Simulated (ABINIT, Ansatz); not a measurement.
Entries from a set of simulations; values are calculated unless marked as measured.

```cif
data_basrsn2o6
_symmetry_space_group_name_H-M 'P4/mmm'
_symmetry_Int_Tables_number 123
_cell_length_a 4.1464
_cell_length_b 4.1464
_cell_length_c 8.2949
_cell_angle_alpha 90.000
_cell_angle_beta 90.000
_cell_angle_gamma 90.000
_cell_volume 142.61
loop_
_atom_site_label
_atom_site_type_symbol
_atom_site_symmetry_multiplicity
_atom_site_Wyckoff_symbol
_atom_site_fract_x
_atom_site_fract_y
_atom_site_fract_z
_atom_site_occupancy
Ba1 Ba 1 c 0.50000 0.50000 0.00000 1
Sr1 Sr 1 d 0.50000 0.50000 0.50000 1
Sn1 Sn 2 g 0.00000 0.00000 0.74721 1
O1 O 1 a 0.00000 0.00000 0.00000 1
O2 O 1 b 0.00000 0.00000 0.50000 1
O3 O 4 i 0.00000 0.50000 0.25666 1
_calc_subject 'A GW chain in ABINIT: BaSrSn2O6 (P4/mmm)'
_calc_method 'RPA screening on LDA, plane waves, norm-conserving pseudopotentials (and 2 further levels or steps)'
_calc_program 'ABINIT 10.8.3'
_calc_settings 'cutoff 42 Ha, PseudoDojo scalar-relativistic 0.4.1 stringent, norm-conserving, ngkpt (2, 2, 1), nband 281, ecuteps 6.5 Ha, inclvkb 2, shiftk (0, 0, 0), symchi 1, awtr 1, frequency ppm, 2×2×1 k-mesh'
_calc_cost '5 runs, 16 min in all on 4 MPI ranks of Arm Neoverse V2, shared host'
_calc_notes 'The program’s warnings: nproc spkpt=  >= nkpt= * nsppol=. The cell and positions are those that the Materials Project relaxed with its own functionals (PBE, PBE+U or r2SCAN), kept fixed. Limits: no spin-orbit coupling. The 2×2×1 mesh is coarse for this cell, which bears on the long-range parts of exchange and screening.'
_calc_lda_gap '0.51 eV, indirect'
_calc_g0w0_gap_on_the_mesh '1.83 eV'
_calc_gw_settings '2×2×1 mesh, 281 bands, screening to 176.9 eV, Godby-Needs plasmon pole'
_calc_known_limits 'short of the basis limit; no spin-orbit coupling; coarse k mesh'
```

[Long decimals in the printed logs are rounded to 6 places.]

[Logs are printed without paths, hosts, clocks, repeated set-up lines and the standing remarks that a program may print on its own settings, such as how far it seeks lower states.]

[Paths, hosts, dates, memory and timing lines, banners, echoed tables and standing remarks are left out of the program output; an Ansatz launch command may be rebuilt from the run's recorded settings. Measured values are a selection of at most five: reports struck by readers or far from the other reports are left out. None is set beside runs whose start may be inverted or whose files or cutoffs have a known fault.]

[Runs of the session that timed out or met a known fault of the program may be left out.]

[Hosts, paths, dates, database ids (printed as entryN), source tags and the programs' standing remarks are cut or masked in the printed files.]

[G0W0 gaps are taken among the corrected bands and points alone; a level outside them can change the order at an edge.]

[Where Ansatz stands beside ABINIT at settings called matched, ABINIT's density can come from a denser mesh and the files from another edition; pairs whose starting gaps differed by over 0.03 eV were left out, so agreement reads better than it is.]
